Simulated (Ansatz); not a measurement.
**InGa2 (built on the sites of a database entry of YGa2): from the cell to its phonons**

Aim: the phonons of InGa2 (built on the sites of a database entry of YGa2) at a cell relaxed beforehand at this level. After the zone centre comes a 3×3×4 q mesh on a 12×12×12 k mesh.

Program: Ansatz 0.2.0. Level of theory: DFT PBEsol, scalar-relativistic, plane waves, PAW. Results are calculated unless marked as measured.

The structure was built from a prototype and need not be the compound's stable phase.

## Step 1: Set-up

Symmetry: P6/mmm, No. 191, hexagonal system. Conventional cell: a = 4.723 Å, b = 4.723 Å, c = 3.216 Å, α = 90.00°, β = 90.00°, γ = 120.00°. Nearest to In lie 12 Ga at 3.17 Å and 2 In at 3.22 Å. Ga has 3 Ga at 2.73 Å and 6 In at 3.17 Å nearest. Farther neighbours are not listed.

## Step 2: Linear response at the zone centre

The cell comes from relaxations at this level that are not shown. The zone centre comes first: it holds the modes that light can see, as far as symmetry allows. No field response is asked, since the mesh shows no gap.

Contents of input.yaml:

```yaml
crystal:
  lattice:
    - [4.7225845166, 0.0, 0.0]
    - [-2.3612922583, 4.0898781629, 0.0]
    - [0.0, 0.0, 3.2159696864]
  atoms:
    - { symbol: In, position: [0.0, 0.0, 0.0] }
    - { symbol: Ga, position: [0.3333333333, 0.6666666667, 0.5] }
    - { symbol: Ga, position: [0.6666666667, 0.3333333333, 0.5] }
kpoints:
  mp_grid: { grid: [12, 12, 12] }
hamiltonian:
  xc: pbesol
scf:
  occupations: { method: methfessel_paxton, width: 0.2 }
output:
  eigenvalues: true
phonons:
  method: dfpt
```

On the command line:

```
$ ansatz run input.yaml --threads 8 --pin off --max-ram 14336MiB --backend cpu --events-out ev --progress --plain --runs-dir out
```

Numbers of over 12 decimals in the logs are rounded to 6 here.

Log:

```text
zone centre: on kpoints.mp_grid the ground state, and the responses unless they are solved on pairs of k-points, stand on 301 of the mesh's 1728 k-points, reduced under 4 symmetry operations, with k and −k counted as one. Each operation leaves every solved displacement unchanged or reverses it
Engine: ansatz 0.2.0, x86_64-unknown-linux-gnu
Pseudopotentials: kind: paw
Pseudopotential: In, paw, valence charge 13, recommended cutoff 420 eV (normal), In.paw.azcp
Pseudopotential: Ga, paw, valence charge 13, recommended cutoff 420 eV (normal), Ga.paw.azcp
Functional definition: PBEsol
  exchange = pbesol_x
  correlation = pbesol_c
Crystal: 3 atoms, lattice volume = 62.116 Å³
Basis set: ecut = 420 eV, 1217 PW (Γ), exchange–correlation on 64×64×48 points (8 copies of the dense FFT grid, shifted against one another)
Bands: 24, of which v1, the nominal top of the filled ones, is band 20 counted from 1 (19 counted from 0)
Symmetry: 24 space group operations
k-points: 301 of 1728 (irreducible under 4 space group operations, time reversal used)
Non-local potential: In, projectors of the file, l = 0: 2, l = 1: 2, l = 2: 2, l = 3: 2
Non-local potential: Ga, projectors of the file, l = 0: 2, l = 1: 2, l = 2: 3, l = 3: 1
PAW form: soft (Blöchl's): semilocal exchange-correlation on the pseudo side does not see the compensation charge
PAW frozen core: In, regenerated for the run's functional, and the local potential with it (the file was generated under x = pbe(κ = 0.804, μ = 0.219515), c = pbe(β = 0.066725))
PAW frozen core: Ga, regenerated for the run's functional, and the local potential with it (the file was generated under x = pbe(κ = 0.804, μ = 0.219515), c = pbe(β = 0.066725))
PAW one-centre angular grid: In, 590 points (default); XC on 64 Gauss nodes
PAW one-centre angular grid: Ga, 590 points (default); XC on 64 Gauss nodes
Initial density: superposition of atomic densities (neutral atoms: chi_scale 0, normalization atom), corrected by the library's trained network
Initial wavefunctions: pseudopotential atomic-orbital guess
Functional: x = pbesol(κ = 0.804, μ = 0.123457), c = pbesol(β = 0.046)
SCF iter   1: F=—  HF=-13011.651307 eV  |F-HF|=—  |Δ(HF+E_count)|=         —  Δρ=2.42e-3  dr2=3.71e-3  ethr=1.77e-3  ⟨swp⟩=5.2  Hψ=28303  notcnv=0
preconditioner: auto → Kerker (q_TF=auto, 2.525 Å⁻¹)  [metal: Δε(μ)=0.024 eV  Ē_g=15.566 eV  σ=0.200 eV  W_gap=0.10  n_scr=20 (ndim 8)  ℏωp=29.4 eV  f_vac=0.000  D(μ)=1.03/eV (n_scr^D=6)]
SCF iter   2: F=—  HF=-13011.647993 eV  |F-HF|=—  |Δ(HF+E_count)|=   3.31e-3  S|Δr|=    0.00e0  Δρ=1.27e-3  dr2=1.31e-3  ethr=9.51e-6  ⟨swp⟩=2.6  Hψ=15718  notcnv=0
SCF iter   3: F=—  HF=-13011.647615 eV  |F-HF|=—  |Δ(HF+E_count)|=   3.78e-4  S|Δr|=    0.00e0  Δρ=5.28e-4  dr2=3.29e-4  ethr=3.36e-6  ⟨swp⟩=2.3  Hψ=10267  notcnv=0
SCF iter   4: F=—  HF=-13011.647536 eV  |F-HF|=—  |Δ(HF+E_count)|=   7.90e-5  S|Δr|=    0.00e0  Δρ=2.35e-4  dr2=6.56e-5  ethr=8.45e-7  ⟨swp⟩=2.6  Hψ=13138  notcnv=0
SCF iter   5: F=—  HF=-13011.647519 eV  |F-HF|=—  |Δ(HF+E_count)|=   1.71e-5  S|Δr|=    0.00e0  Δρ=7.73e-5  dr2=3.06e-6  ethr=1.68e-7  ⟨swp⟩=2.0  Hψ=12987  notcnv=0
SCF iter   6: F=—  HF=-13011.647519 eV  |F-HF|=—  |Δ(HF+E_count)|=   2.31e-7  S|Δr|=    0.00e0  Δρ=4.76e-5  dr2=9.46e-7  ethr=7.84e-9  ⟨swp⟩=2.0  Hψ=13057  notcnv=0
SCF iter   7: F=—  HF=-13011.647519 eV  |F-HF|=—  |Δ(HF+E_count)|=   4.79e-7  S|Δr|=    0.00e0  Δρ=5.84e-6  dr2=2.80e-8  ethr=2.43e-9  ⟨swp⟩=2.0  Hψ=12465  notcnv=0
SCF iter   8: F=—  HF=-13011.647519 eV  |F-HF|=—  |Δ(HF+E_count)|=   1.21e-8  S|Δr|=    0.00e0  Δρ=3.19e-6  dr2=3.61e-9  ethr=7.19e-11  ⟨swp⟩=2.0  Hψ=13038  notcnv=0
SCF iter   9: F=—  HF=-13011.647519 eV  |F-HF|=—  |Δ(HF+E_count)|=   1.25e-9  S|Δr|=    0.00e0  Δρ=1.07e-6  dr2=4.11e-10  ethr=9.26e-12  ⟨swp⟩=2.4  Hψ=10867  notcnv=0
SCF iter  10: F=-13011.647519 eV  HF=-13011.647519 eV  |F-HF|=1.82e-12  |Δ(HF+E_count)|=  2.15e-10  S|Δr|=    0.00e0  Δρ=8.21e-8  dr2=3.45e-12  ethr=1.00e-12  ⟨swp⟩=5.5  Hψ=40554  notcnv=0
SCF 1 converged in 10 iterations: F = -13011.647519 eV  dr2 = 3.45e-12
  greatest PAW one-centre occupation: 0.994 electrons in one spin orbital (limit 2), on the Ga atom at site 2 (counted from 0), in its partial waves of l = 2
DFPT response loops at Γ: preconditioner auto → Kerker (q_TF=auto, 2.525 Å⁻¹) (partly filled bands, converged f_vac=0.000); β = 1.00, the filter's whole step (`scf.mixing.beta` (0.50) is not read by the response loops under this deck's `scf.mixing.preconditioner`; to damp them name `kerker` or `kerker_dos`, under which they read `scf.mixing.beta`, and type it under 1.00, their step now; both keys bind the ground state too); Broyden in place of MSR1
SCF converged after 10 iterations
Stability not checked: this state was not tested for a lower state beside it, because cold or Methfessel-Paxton smearing, or corrected tetrahedra, fill the levels in a way that the test cannot read (fill_not_monotonic; see scf.lower_state_search)
Free energy (F): -13011.647519 eV
Harris-Foulkes:  -13011.647519 eV  (|F-HF|=1.82e-12)
Internal energy: -13011.648111 eV  (E = F + TS)
E sigma→0 (E₀):  -13011.647667 eV
Entropy (-TS):   0.000593 eV (0.198 meV/atom)
Fermi energy:    10.174176 eV
--- Per-component energies (eV) ---
  E_band       = -83.523984
  E_kinetic    = 472.238786
  E_local      = -4660.172544  (includes V_loc(G=0)·N_el)
  E_nonlocal   = 1213.741957
  E_hartree    = 2108.642642
  E_xc         = -352.461306
  E_vxc        = -217.948419  (∫ρ·V_xc dr)
  E_paw        = -7973.124029  (= ΣΔE_a)
  E_vpaw       = -1108.668965  (= ΣTr[D̂ρ^β])
  E_aug_tail   = -0.000165  (compensation charges beyond the density's cutoff)
  E_ewald      = -3822.475311
  E_core_change = 1.961858  (= ΣΔE_core)
  E_smearing   = 0.000593  (= −TS)
  E_closure    = -0.000000  (closes the sum)
  Σ components = -13011.647519   (vs F -13011.647519, Δ=0.00e0)
--- Band table (eV; the first three rows and the last of 301) ---
  k-point 0: bands = [... 16 lower, 7.9280, 8.6183, 9.2434, 9.2434, 9.4816, 9.4816, 13.5377, 17.1834]
  k-point 1: bands = [... 16 lower, 8.0194, 8.6415, 9.3228, 9.3228, 9.6044, 9.6044, 12.4891, 18.4642]
  k-point 2: bands = [... 16 lower, 8.2943, 8.5727, 9.5544, 9.5544, 9.9688, 9.9688, 10.9415, 17.7347]
  k-point 300: bands = [... 16 lower, 6.0438, 6.1769, 7.2817, 8.2499, 8.7592, 13.1970, 14.1267, 14.9323]
--- Phonons (Γ-DFPT): 4 representative perturbations + reference, on 301 of 1728 k-points (Σ response iterations 13) ---
  k mesh reduced under 4 symmetry operations, with k and −k counted as one. Each operation leaves every solved displacement unchanged or reverses it
  ASR residual: 6.301e-5 → 0.000e0 eV/Å²; symmetrization residual: 4.754e-6 eV/Å²
  ASR residual per site (eV/Å²): 6.30e-5 1.28e-5 1.28e-5
  Γ frequencies (cm⁻¹): 0.00 0.00 0.00 18.77 66.62 102.55 102.55 148.00 148.00
  non-analytic LO–TO correction: not included (Born effective charges unavailable; polar crystals: no LO–TO splitting at Γ)
```

Wall time 35 s (8 threads of AMD EPYC 7R13 (Zen 3), shared host); peak memory 1.8 GiB.

The column dr2 measures how far the density is from self-consistency, as an energy; F and HF (Harris–Foulkes) agree once it is small.

This step gave:

```yaml
volume_per_atom: 20.71 Å³
gap_on_the_k_mesh: 0 eV
sum_rule_residual_before_enforcement: 6.30e-5 eV/Å²
point_group: 6/mmm
highest_optical_mode_at_the_zone_centre_no_lo_to_term: 148 cm⁻¹
lowest_optical_zone_centre_mode: 18.77 cm⁻¹
```

Patterns of degenerate modes are one choice out of their space. Modes at Γ, with each element's share of the kinetic energy:

```
mode  frequency (cm⁻¹)  symmetry  In %  Ga %
   1               0.0  acoustic    45    55
   2               0.0  acoustic    45    55
   3               0.0  acoustic    45    55
   4              18.8       B1g     0   100
   5              66.6       A2u    55    45
   6             102.5       E1u    55    45
   7             102.5       E1u    55    45
   8             148.0       E2g     0   100
   9             148.0       E2g     0   100
```

Displacements in mode 4 (18.8 cm⁻¹), the largest set to 1:
```
In1  0.00  0.00  0.00
Ga2  0.00  0.00 -1.00
Ga3  0.00  0.00  1.00
```

Displacements in mode 7 (102.5 cm⁻¹), the largest set to 1:
```
In1  1.00  0.00  0.00
Ga2 -0.82  0.00  0.00
Ga3 -0.82  0.00  0.00
```

Before it was imposed, the acoustic sum rule was missed by 6.3e-5 eV/Å². Small misses are needed for a sound result but don't prove that mesh and cutoff are converged. The lowest optical mode is real, 18.8 cm⁻¹.

[end of part 1 of 2]

[Logs are printed without paths, hosts, clocks, repeated set-up lines and the standing remarks that a program may print on its own settings, such as how far it seeks lower states.]

[Hosts, paths, dates, database ids (printed as entryN), source tags and the programs' standing remarks are cut or masked in the printed files.]
